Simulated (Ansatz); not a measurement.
## Screening in Sr2SiS4 (P2_1/m)

Wanted: ε∞ of Sr2SiS4 (P2_1/m) from perturbation theory, a sum over states and the RPA step of G0W0, with cost.

Calculated with Ansatz 0.2.0; linear response on r2SCAN, plane waves, PAW.

## Step 1: Set-up

Symmetry: P2_1/m, No. 11, monoclinic system. Conventional cell: a = 6.609 Å, b = 6.660 Å, c = 8.262 Å, α = 90.00°, β = 108.22°, γ = 90.00°. Nearest to Sr lie 9 S at 2.96 to 3.80 Å and 4 Si at 3.51 to 3.93 Å. Nearest to Sr lie 8 S at 3.04 to 3.46 Å and 3 Si at 3.71 to 3.89 Å. Si has 4 S at 2.12 to 2.13 Å and 7 Sr at 3.51 to 3.93 Å nearest. S has 1 Si at 2.12 Å and 5 Sr at 3.03 to 3.80 Å nearest. Nearest to S lie 1 Si at 2.13 Å and 4 Sr at 2.96 to 3.46 Å. Nearest to S lie 1 Si at 2.12 Å and 4 Sr at 3.01 to 3.13 Å. Farther neighbours, and contacts between anions beyond the nearest, are not listed.

The cell and positions are those that the Materials Project relaxed with its own functionals (PBE, PBE+U or r2SCAN), kept fixed. The default PAW set here is soft_2. Its files were made with PBE.

## Step 2: Response to a homogeneous field

The response to a uniform field gives ε∞, a yardstick for the screening that GW builds on its mesh.

This step: dielectric response by perturbation theory, r2SCAN, plane waves, PAW.

The input, input.yaml:

```yaml
crystal:
  lattice:
    - [6.6087392105, 0.0, 0.0]
    - [0.0, 6.65954238, 0.0]
    - [-2.5827482587, 0.0, 7.848229828]
  atoms:
    - { symbol: Sr, position: [0.2836712, 0.75, 0.95180912] }
    - { symbol: Sr, position: [0.7163288, 0.25, 0.04819088] }
    - { symbol: Sr, position: [0.2248299, 0.75, 0.42926377] }
    - { symbol: Sr, position: [0.7751701, 0.25, 0.57073623] }
    - { symbol: Si, position: [0.72130103, 0.75, 0.7968462] }
    - { symbol: Si, position: [0.27869897, 0.25, 0.2031538] }
    - { symbol: S, position: [0.88645343, 0.75, 0.06157594] }
    - { symbol: S, position: [0.11354657, 0.25, 0.93842406] }
    - { symbol: S, position: [0.91690048, 0.75, 0.63566798] }
    - { symbol: S, position: [0.08309952, 0.25, 0.36433202] }
    - { symbol: S, position: [0.51038414, 0.50196672, 0.7372482] }
    - { symbol: S, position: [0.48961586, 0.00196672, 0.2627518] }
    - { symbol: S, position: [0.48961586, 0.49803328, 0.2627518] }
    - { symbol: S, position: [0.51038414, 0.99803328, 0.7372482] }
kpoints:
  mp_grid: { grid: [4, 4, 4] }
hamiltonian:
  xc: r2scan
scf:
  occupations: { method: fixed }
dielectric: {}
```

On the command line:

```console
> ansatz run input.yaml --threads 24 --pin off --max-ram 82944MiB --backend cuda --events-out ev --progress --plain --runs-dir out --devices 1 --max-vram 78GiB
```

What it wrote:

```text
GPUs: using 1 of 1 available (devices: 1).
Engine: ansatz 0.2.0, aarch64-unknown-linux-gnu
Pseudopotentials: kind: paw
Pseudopotential: Sr, paw, valence charge 10, recommended cutoff 500 eV (meta_gga), Sr.paw.azcp
Pseudopotential: Si, paw, valence charge 4, recommended cutoff 500 eV (meta_gga), Si.paw.azcp
Pseudopotential: S, paw, valence charge 6, recommended cutoff 500 eV (meta_gga), S.paw.azcp
Functional definition: r2SCAN
  parameter k0 = 0.174
  parameter k1 = 0.065
  parameter a1 = 4.9479
  exchange = r2scan_x(k0 = k0, k1 = k1, a1 = a1)
  correlation = r2scan_c
concurrent solve slots: 18 of 24 are kept, ahead of what memory takes: no pass of the eigensolver takes more rounds on 18
[...]
Crystal: 14 atoms, lattice volume = 345.410 Å³
Basis set: ecut = 500 eV, 8735 PW (Γ), exchange–correlation on 200×200×256 points (64 copies of the dense FFT grid, shifted against one another)
Bands: 62, of which v1, the nominal top of the filled ones, is band 48 counted from 1 (47 counted from 0)
Symmetry: 4 space group operations
k-points: 36 of 64 (irreducible under 1 space group operation, time reversal used)
Non-local potential: Sr, projectors of the file, l = 0: 3, l = 1: 2, l = 2: 2
Non-local potential: Si, projectors of the file, l = 0: 2, l = 1: 2, l = 2: 2
Non-local potential: S, projectors of the file, l = 0: 2, l = 1: 2, l = 2: 2
PAW form: soft (Blöchl's): semilocal exchange-correlation on the pseudo side does not see the compensation charge
PAW frozen core: Sr, regenerated for the run's functional (the file was generated under x = pbe(κ = 0.804, μ = 0.219515), c = pbe(β = 0.066725))
PAW frozen core: Si, regenerated for the run's functional (the file was generated under x = pbe(κ = 0.804, μ = 0.219515), c = pbe(β = 0.066725))
PAW frozen core: S, regenerated for the run's functional (the file was generated under x = pbe(κ = 0.804, μ = 0.219515), c = pbe(β = 0.066725))
PAW one-centre angular grid: Sr, 302 points (default); XC on 160 Gauss nodes
PAW one-centre angular grid: Si, 302 points (default); XC on 160 Gauss nodes
PAW one-centre angular grid: S, 302 points (default); XC on 160 Gauss nodes
Initial density: superposition of atomic densities (neutral atoms: chi_scale 0, normalization atom), corrected by the library's trained network
Initial wavefunctions: pseudopotential atomic-orbital guess
[...]
Functional: x = r2scan, c = r2scan; τ floored in thin density (d = 2e-4 eV/Å³)
SCF iter   1: F=—  HF=-22770.372409 eV  |F-HF|=—  |Δ(HF+E_count)|=         —  Δρ=4.25e-3  dr2=6.24e-2  dr2_τ=1.32e-1  ethr=1.77e-3  ⟨swp⟩=6.8  Hψ=9125  notcnv=0  defer=400
preconditioner: auto → Resta (q_TF=auto, 2.204 Å⁻¹)  ε∞=3.0  [insulator: Δε(μ)=3.415 eV  Ē_g=13.381 eV  n_scr=64 (ndim 8)  ℏωp=18.7 eV  f_vac=0.008  ε∞_Penn≈3.0]
SCF iter   2: F=—  HF=-22770.619500 eV  |F-HF|=—  |Δ(HF+E_count)|=   2.47e-1  Δρ=2.59e-3  dr2=1.70e-2  dr2_τ=7.10e-4  ethr=6.50e-5  ⟨swp⟩=3.2  Hψ=4559  notcnv=0  defer=432
[...]
SCF iter   9: F=-22770.616040 eV  HF=-22770.616040 eV  |F-HF|=1.46e-11  |Δ(HF+E_count)|=  8.22e-10  Δρ=1.27e-7  dr2=7.25e-11  dr2_τ=7.43e-12  ethr=1.00e-12  ⟨swp⟩=21.8  Hψ=15886  notcnv=0
SCF 1 converged in 9 iterations: F = -22770.616040 eV  dr2 = 7.25e-11
  greatest PAW one-centre occupation: 0.988 electrons in one spin orbital (limit 2), on the Sr atom at site 1 (counted from 0), in its partial waves of l = 0
the response reads at least the filled bands of the reference SCF and the lowest empty band at each k-point, and that SCF's band table does not vouch for those bands. The notice of the band table in this run's record says why
[...]
NSCF: frozen V_eff on 1 k-points
[...]
NSCF: frozen V_eff on 1 k-points
[...]
DFPT response loops at Γ: preconditioner auto → Resta (q_TF=auto, 2.204 Å⁻¹)  ε∞=4.2 (no band partly filled); β = 1.00, the filter's whole step (`scf.mixing.beta` (0.50) is not read by the response loops at its default; to damp them type it under 1.00, their step now; it binds the ground state too); Broyden in place of MSR1
── the response to a field inside a basis, on 4×4×4 k-points: an SCF that follows is theirs, and a resumed run solves both again ──
[...]
Bands: 49, of which v1, the nominal top of the filled ones, is band 48 counted from 1 (47 counted from 0)
k-points: 16 of 64
[...]
Eigensolver: Dense (16 Hₖ)
SCF iter   1: F=—  HF=-22770.221328 eV  |F-HF|=—  |Δ(HF+E_count)|=         —  Δρ=5.27e-4  dr2=4.08e-4  dr2_τ=9.38e-5  ethr=1.00e-1
preconditioner: auto → Resta (q_TF=auto, 2.204 Å⁻¹)  ε∞=3.4  [insulator: Δε(μ)=3.635 eV  Ē_g=12.027 eV  n_scr=64 (ndim 8)  ℏωp=18.7 eV  f_vac=0.007  ε∞_Penn≈3.4]
SCF iter   2: F=—  HF=-22770.221586 eV  |F-HF|=—  |Δ(HF+E_count)|=   2.58e-4  Δρ=2.77e-4  dr2=1.11e-4  dr2_τ=1.21e-5  ethr=4.25e-7
SCF iter   3: F=—  HF=-22770.221693 eV  |F-HF|=—  |Δ(HF+E_count)|=   1.07e-4  Δρ=3.45e-5  dr2=4.83e-6  dr2_τ=4.12e-7  ethr=1.16e-7
SCF iter   4: F=—  HF=-22770.221694 eV  |F-HF|=—  |Δ(HF+E_count)|=   9.92e-7  Δρ=7.67e-6  dr2=3.54e-7  dr2_τ=2.12e-8  ethr=5.04e-9
SCF iter   5: F=-22770.221694 eV  HF=-22770.221694 eV  |F-HF|=9.98e-9  |Δ(HF+E_count)|=   8.03e-9  Δρ=1.91e-6  dr2=1.18e-8  dr2_τ=9.82e-10  ethr=3.68e-10
SCF 1 converged in 5 iterations: F = -22770.221694 eV  dr2 = 1.18e-8
[...]
DFPT response loops at Γ: preconditioner auto → Resta (q_TF=auto, 2.204 Å⁻¹)  ε∞=4.1 (no band partly filled); β = 1.00, the filter's whole step (`scf.mixing.beta` (0.50) is not read by the response loops at its default; to damp them type it under 1.00, their step now; it binds the ground state too); Broyden in place of MSR1
SCF converged after 9 iterations
Free energy (F): -22770.616040 eV
Harris-Foulkes:  -22770.616040 eV  (|F-HF|=1.46e-11)
Internal energy: -22770.616040 eV  (E = F + TS)
E sigma→0 (E₀):  -22770.616040 eV
Fermi energy:    5.277257 eV
--- Per-component energies (eV) ---
  E_band       = -479.309238
  E_kinetic    = 1928.899388
  E_local      = -3757.193305  (includes V_loc(G=0)·N_el)
  E_nonlocal   = 1076.613846
  E_hartree    = 992.673917
  E_xc         = -1500.211222
  E_vxc        = -1579.212386  (∫ρ·V_xc dr)
  E_paw        = -16777.485154  (= ΣΔE_a)
  E_vpaw       = -212.045874  (= ΣTr[D̂ρ^β])
  E_aug_tail   = 0.000013  (compensation charges beyond the density's cutoff)
  E_vtau       = 78.281238  (kinetic-family band-sum trace: ∫τ·v_τ [+ j·A + Jᵃ·Aᵃ] dr)
  E_ewald      = -4732.298378
  E_core_change = -1.615146  (= ΣΔE_core)
  E_smearing   = -0.000000  (= −TS)
  E_closure    = -0.000000  (closes the sum)
  Σ components = -22770.616040   (vs F -22770.616040, Δ=0.00e0)
--- Band table (eV; the first three rows and the last of 36) ---
  k-point 0: bands = [... 44 lower, 4.7771, 4.9595, 5.0741, 5.2773, 9.1886, 9.4366, 9.5368, 9.7737, ... 10 higher]
  k-point 1: bands = [... 44 lower, 4.7677, 4.9717, 5.0120, 5.2172, 9.2704, 9.5256, 9.6089, 9.7997, ... 10 higher]
  k-point 2: bands = [... 44 lower, 4.6695, 4.8359, 5.0287, 5.1821, 9.3437, 9.5886, 9.6487, 9.7963, ... 10 higher]
  k-point 35: bands = [... 44 lower, 4.5787, 4.5787, 4.6865, 4.6865, 9.9831, 9.9831, 10.0818, 10.0818, ... 10 higher]
--- Dielectric response (ions clamped): 3 representative field directions + reference, inside a basis on a mesh of 64 k-points (Σ response iterations 12) ---
  ε∞ (high-frequency dielectric tensor):
        4.352397     0.000000    -0.025674
        0.000000     4.368400    -0.000000
       -0.025674    -0.000000     4.361695
  Born effective charges Z* (e; rows j = field, columns β = displacement):
    site 0:
         2.65463    0.00000   -0.23774
         0.00000    2.35082   -0.00000
        -0.02868   -0.00000    2.07661
    site 1:
         2.65463    0.00000   -0.23774
         0.00000    2.35082   -0.00000
        -0.02868   -0.00000    2.07661
    site 2:
         2.44879   -0.00000    0.10735
         0.00000    2.52329   -0.00000
        -0.09497   -0.00000    3.13354
    site 3:
         2.44879   -0.00000    0.10735
         0.00000    2.52329   -0.00000
        -0.09497   -0.00000    3.13354
    site 4:
         2.59928    0.00000   -0.06501
         0.00000    2.31079   -0.00000
        -0.08285   -0.00000    2.63205
    site 5:
         2.59928    0.00000   -0.06501
         0.00000    2.31079   -0.00000
        -0.08285   -0.00000    2.63205
    site 6:
        -1.70052    0.00000   -0.38881
         0.00000   -1.49435    0.00000
        -0.47133    0.00000   -2.58576
    site 7:
        -1.70052    0.00000   -0.38881
         0.00000   -1.49435    0.00000
        -0.47133    0.00000   -2.58576
    site 8:
        -2.54333   -0.00000    0.69391
        -0.00000   -1.50525    0.00000
         0.73333    0.00000   -1.96906
    site 9:
        -2.54333   -0.00000    0.69391
        -0.00000   -1.50525    0.00000
         0.73333    0.00000   -1.96906
    site 10:
        -1.72942   -0.09791   -0.05485
        -0.10196   -2.09265   -0.08700
        -0.02775   -0.03087   -1.64369
    site 11:
        -1.72942    0.09791   -0.05485
         0.10196   -2.09265    0.08700
        -0.02775    0.03087   -1.64369
    site 12:
        -1.72942   -0.09791   -0.05485
        -0.10196   -2.09265   -0.08700
        -0.02775   -0.03087   -1.64369
    site 13:
        -1.72942    0.09791   -0.05485
         0.10196   -2.09265    0.08700
        -0.02775    0.03087   -1.64369
  Z* charge neutrality: 8.851e-2 e pre-enforcement
  solved inside a basis spanned on kpoints, on 4×4×4 k-points, its susceptibility summed on 6×6×6: ε∞ is read to err by 2.2e-2, Z* by 3.7e-2 e (field_mesh: kpoints solves on kpoints); Z* is corrected for what the basis lacks
```

The job ended after 17 s (1 × NVIDIA GB200 (shared by 2 runs) with 24 threads of Arm Neoverse V2, shared host; peak memory 6.2 GiB).

Numbers from this step:

```yaml
stated_error_of_eps_infinity: 0.022
```

One over ε∞ averages 0.23, near the quarter of exact exchange in PBE0.

High-frequency dielectric tensor:

```
 4.35  0.00 -0.03
 0.00  4.37  0.00
-0.03  0.00  4.36
```

Born effective charge (e), principal values of the symmetric part by kind of site:

| atom | atoms with these values | low | middle | high | mean |
| --- | --- | --- | --- | --- | --- |
| Sr1 | 2 | 2.05 | 2.35 | 2.68 | 2.36 |
| Sr3 | 2 | 2.45 | 2.52 | 3.13 | 2.70 |
| Si5 | 2 | 2.31 | 2.54 | 2.69 | 2.51 |
| S7 | 2 | -2.76 | -1.53 | -1.49 | -1.93 |
| S9 | 2 | -3.03 | -1.51 | -1.49 | -2.01 |
| S11 | 4 | -2.13 | -1.71 | -1.63 | -1.82 |

In full for S7:

```
-1.70  0.00 -0.39
 0.00 -1.49  0.00
-0.47  0.00 -2.59
```

## Step 3: Independent-particle spectrum

The independent-particle spectrum shows where the oscillator strength lies, before excitons and local fields.

This step: independent-particle optics on r2SCAN, plane waves, PAW.

input.yaml, as its differences from that of step 2:

```diff
@@ -26,2 +26,4 @@
   occupations: { method: fixed }
-dielectric: {}
+  n_extra_bands: 236
+output:
+  optics: { e_range: [0, 25], de: 0.1, sigma: 0.2 }
```

What it wrote:

```text
[...]
GPUs: using 1 of 1 available (devices: 1).
[...]
Crystal: 14 atoms, lattice volume = 345.410 Å³
Basis set: ecut = 500 eV, 8735 PW (Γ), exchange–correlation on 200×200×256 points (64 copies of the dense FFT grid, shifted against one another)
Bands: 284, of which v1, the nominal top of the filled ones, is band 48 counted from 1 (47 counted from 0)
Symmetry: 4 space group operations
[...]
k-points: 30 of 64
[...]
SCF iter   1: F=—  HF=-22770.376877 eV  |F-HF|=—  |Δ(HF+E_count)|=         —  Δρ=4.22e-3  dr2=5.88e-2  dr2_τ=1.31e-1  ethr=1.77e-3  ⟨swp⟩=4.1  Hψ=30649  notcnv=0  defer=6901
[...]
SCF iter   6: F=—  HF=-22770.616699 eV  |F-HF|=—  |Δ(HF+E_count)|=   4.51e-6  Δρ=1.97e-5  dr2=8.40e-7  dr2_τ=6.20e-8  ethr=2.02e-8  ⟨swp⟩=2.0  Hψ=2331  notcnv=0  defer=6899
[...]
SCF iter   9: F=—  HF=-22770.616040 eV  |F-HF|=—  |Δ(HF+E_count)|=  4.40e-10  Δρ=4.32e-7  dr2=7.07e-10  dr2_τ=7.31e-11  ethr=8.18e-12  ⟨swp⟩=2.0  Hψ=2757  notcnv=0  defer=6899
SCF iter  10: F=—  HF=-22770.616040 eV  |F-HF|=—  |Δ(HF+E_count)|=  1.64e-10  Δρ=8.95e-8  dr2=2.05e-11  dr2_τ=6.51e-12  ethr=1.00e-12  ⟨swp⟩=2.0  Hψ=2337  notcnv=0  defer=6899
[...]
SCF 1 converged in 11 iterations: F = -22770.616040 eV  dr2 = 2.50e-12
[...]
SCF converged after 11 iterations
[...]
k-point 29: bands = [... 44 lower, 4.5787, 4.5787, 4.6865, 4.6865, 9.9831, 9.9831, 10.0818, 10.0818, ... 10 higher]
```

Wall time 22 s (1 × NVIDIA GB200 (shared by 2 runs) with 24 threads); peak memory 7 GiB.

Numbers from this step:

| Property | Result |
| --- | --- |
| ε∞ without local fields (xx, yy, zz) | 4.810, 4.720, 4.886 |
| electrons in the f-sum (xx, yy, zz) | 88.64, 88.56, 88.63 |
| bands in the explicit sum (the static value is completed to all bands) | 284 |

The sum gives ε∞ = 4.81, 4.72 and 4.89 without local fields.

Independent particles, no local fields, Gaussian width 0.2 eV. Table of ε₂ by photon energy; read off at these points:

| photon energy (eV) | xx | yy | zz |
| --- | --- | --- | --- |
| 3.0 | 0 | 0 | 0 |
| 4.0 | 0.109 | 0.351 | 0.207 |
| 5.0 | 5.23 | 4.33 | 4.75 |
| 6.0 | 7.38 | 5.99 | 7.62 |
| 6.3 | 7.55 | 6.83 | 8.51 |
| 6.6 | 7.87 | 7.90 | 7.98 |
| 7.0 | 7.31 | 7.52 | 7.84 |
| 7.6 | 7.17 | 8.84 | 8.03 |
| 8.0 | 8.21 | 7.25 | 8.09 |
| 9.0 | 4.38 | 4.37 | 4.41 |
| 10.0 | 3.07 | 2.77 | 3.41 |
| 11.0 | 2.58 | 2.67 | 2.44 |
| 12.0 | 1.88 | 1.74 | 1.57 |
| 13.0 | 1.16 | 1.17 | 0.99 |
| 14.0 | 0.877 | 0.959 | 0.880 |
| 15.0 | 0.665 | 0.632 | 0.666 |
| 16.0 | 0.443 | 0.474 | 0.475 |
| 17.0 | 0.411 | 0.434 | 0.354 |
| 18.0 | 0.290 | 0.327 | 0.291 |
| 19.0 | 0.247 | 0.299 | 0.237 |
| 20.0 | 0.229 | 0.207 | 0.279 |
| 21.0 | 0.833 | 0.533 | 0.673 |
| 22.0 | 0.987 | 1.13 | 0.802 |
| 23.0 | 1.36 | 1.70 | 1.30 |
| 23.2 | 1.48 | 1.80 | 1.44 |
| 24.0 | 1.28 | 1.62 | 1.30 |
| 25.0 | 0.637 | 0.491 | 0.720 |

Independent particles, no local fields, Gaussian width 0.2 eV. Loss function against photon energy; read off at these points:

| photon energy (eV) | xx | yy | zz |
| --- | --- | --- | --- |
| 3.0 | 0 | 0 | 0 |
| 4.0 | 0.00198 | 0.00640 | 0.00344 |
| 5.0 | 0.0443 | 0.0454 | 0.0510 |
| 6.0 | 0.0872 | 0.0861 | 0.0748 |
| 7.0 | 0.124 | 0.114 | 0.110 |
| 8.0 | 0.120 | 0.137 | 0.123 |
| 9.0 | 0.189 | 0.205 | 0.202 |
| 10.0 | 0.289 | 0.320 | 0.250 |
| 11.0 | 0.345 | 0.342 | 0.299 |
| 12.0 | 0.375 | 0.431 | 0.411 |
| 13.0 | 0.580 | 0.627 | 0.632 |
| 14.0 | 0.936 | 0.908 | 0.956 |
| 15.0 | 1.35 | 1.43 | 1.33 |
| 15.8 | 2.10 | 2.06 | 1.98 |
| 16.0 | 2.25 | 1.99 | 2.10 |
| 16.6 | 2.04 | 1.79 | 2.41 |
| 17.0 | 1.83 | 1.63 | 2.16 |
| 18.0 | 1.14 | 1.11 | 1.18 |
| 19.0 | 0.527 | 0.637 | 0.562 |
| 20.0 | 0.238 | 0.249 | 0.304 |
| 21.0 | 0.379 | 0.234 | 0.369 |
| 22.0 | 0.494 | 0.363 | 0.490 |
| 23.0 | 0.537 | 0.459 | 0.483 |
| 24.0 | 0.761 | 0.601 | 0.757 |
| 25.0 | 1.56 | 1.51 | 1.39 |

## Step 4: RPA screening from the G0W0 run

Now the one-shot GW correction: screening in the RPA, then the self-energy of the levels asked for.

This step: G0W0 on r2SCAN, plane waves, PAW.

input.yaml, as its differences from that of step 3:

```diff
@@ -21,3 +21,3 @@
 kpoints:
-  mp_grid: { grid: [4, 4, 4] }
+  mp_grid: { grid: [2, 2, 2] }
 hamiltonian:
@@ -26,4 +26,7 @@
   occupations: { method: fixed }
-  n_extra_bands: 236
-output:
-  optics: { e_range: [0, 25], de: 0.1, sigma: 0.2 }
+gw:
+  n_empty_bands: 904
+  ecut_chi: 110.0
+  qp_bands: [v4, c4]
+  qp_kpoints: band_edges
+  screening: { model: contour_deformation }
```

What it wrote:

```text
GPUs: using 1 of 1 available (devices: 1).
[...]
Crystal: 14 atoms, lattice volume = 345.410 Å³
Basis set: ecut = 500 eV, 8735 PW (Γ), exchange–correlation on 200×200×256 points (64 copies of the dense FFT grid, shifted against one another)
Bands: 62, of which v1, the nominal top of the filled ones, is band 48 counted from 1 (47 counted from 0)
Symmetry: 4 space group operations
[...]
k-points: 8
[...]
1    50      9.5909    -7.8245    -3.9446   -12.4711  0.8097    10.2979    10.2929  root
     1    51      9.6499    -6.3444    -3.8839   -10.7689  0.8170    10.1934    10.1905  root
[...]
7    49      9.9845    -6.7122    -3.9335   -11.2370  0.8129    10.5794    10.5757  root
     7    50      9.9845    -6.7122    -3.9335   -11.2370  0.8129    10.5794    10.5757  root
     7    51     10.0826    -6.2416    -3.9587   -10.7838  0.8140    10.6697    10.6661  root
     7    52     10.0826    -6.2416    -3.9587   -10.7838  0.8140    10.6697    10.6661  root
[key lines of the parts left out:]
SCF converged after 7 iterations
```

Elapsed: 11 s, on 1 × NVIDIA GB200 (shared by 2 runs) with 24 threads; peak memory 4.4 GiB.

Read from the output:

```
bands summed                                 : 952
RPA ε∞ on this mesh (eigenvalues)            : 3.964, 4.009, 4.295
plane waves in the screening matrix          : 911
G0W0 gap on the mesh                         : 4.655 eV
k of the valence top                         : 0, 0, 0
k of the conduction bottom                   : -0.5, 0, 0
starting gap on the mesh                     : 3.399 eV
least direct G0W0 gap on the computed points : 4.851 eV
```

The gap on the mesh goes from 3.40 eV to 4.66 eV, a correction of +1.26 eV. Between the two edge states, bare exchange in place of the xc potential would open the gap by 7.02 eV, and correlation takes back 5.76 eV.

Mean over the mesh in bins of 0.25 1/Å. The static inverse dielectric function, diagonal by length of q+G:

| length of q+G (Å⁻¹) | static inverse dielectric function, diagonal |
| --- | --- |
| 0.52 | 0.312 |
| 0.76 | 0.359 |
| 1.02 | 0.425 |
| 1.23 | 0.477 |
| 1.50 | 0.547 |
| 1.76 | 0.609 |
| 2.00 | 0.660 |
| 2.23 | 0.709 |
| 2.49 | 0.755 |
| 2.76 | 0.794 |
| 3.00 | 0.823 |
| 3.26 | 0.850 |
| 3.50 | 0.873 |
| 3.75 | 0.894 |
| 4.00 | 0.912 |
| 4.26 | 0.928 |
| 4.50 | 0.942 |
| 4.76 | 0.954 |
| 5.00 | 0.964 |
| 5.25 | 0.972 |

## Step 5: The values together

Times are wall times on 1 × NVIDIA GB200 (shared by 2 runs) with 24 threads of Arm Neoverse V2, shared host, good to a factor of about two.

| method | mesh | ε∞, low | middle | high | mean | time |
| --- | --- | --- | --- | --- | --- | --- |
| perturbation theory (local fields and xc kernel) | 4×4×4 (response on 64 points) | 4.33 | 4.37 | 4.38 | 4.36 | 17 s |
| sum over states (no local fields) | 4×4×4 | 4.72 | 4.81 | 4.89 | 4.81 | 22 s |
| RPA with local fields, on the GW mesh | 2×2×2 | 3.96 | 4.01 | 4.30 | 4.09 | 11 s |

## Step 6: Outcome

```yaml
perturbation_theory_local_fields_and_xc_kernel: 4.33, 4.37, 4.38
sum_over_states_no_local_fields: 4.72, 4.81, 4.89
rpa_with_local_fields_on_the_gw_mesh: 3.96, 4.01, 4.30
```

**Reading.** Mean Born effective charge: Sr1 2.36, Sr3 2.70, Si5 2.51, S7 -1.93, S9 -2.01, S11 -1.82 e. Distinct peaks of the ε₂ (xx) stand at 6.6, 8.1 and 23.2 eV; the one at 8.1 eV is strongest. The loss function (xx) has its highest peak at 16.1 eV. The sum without local fields gives 4.81 in the mean against 4.36 by perturbation theory; local fields lower ε∞ and the xc kernel gives part of it back, though the sum also carries the error of its own mesh. The RPA values on the 2×2×2 mesh average 0.94 times those of perturbation theory (means 4.09 and 4.36). Without the xc kernel RPA should lie a little lower, as the mean does. r2SCAN usually puts the gap too low, which tends to raise ε∞. Ions are clamped, so the lattice part of the static constant is not in these numbers.

[Long decimals in the printed logs are rounded to 6 places.]

[Logs are printed without paths, hosts, clocks, repeated set-up lines and the standing remarks that a program may print on its own settings, such as how far it seeks lower states.]

[Paths, hosts, dates, memory and timing lines, banners, echoed tables and standing remarks are left out of the program output; an Ansatz launch command may be rebuilt from the run's recorded settings. Measured values are a selection of at most five: reports struck by readers or far from the other reports are left out. None is set beside runs whose start may be inverted or whose files or cutoffs have a known fault.]

[Runs of the session that timed out or met a known fault of the program may be left out.]

[Cells called generated may have been cut or substituted from an entry of the Crystallography Open Database or the Materials Project.]

[Hosts, paths, dates, database ids (printed as entryN), source tags and the programs' standing remarks are cut or masked in the printed files.]

[Where the starting crystal was built by hand or by swapping elements, it need not be the compound's stable phase.]
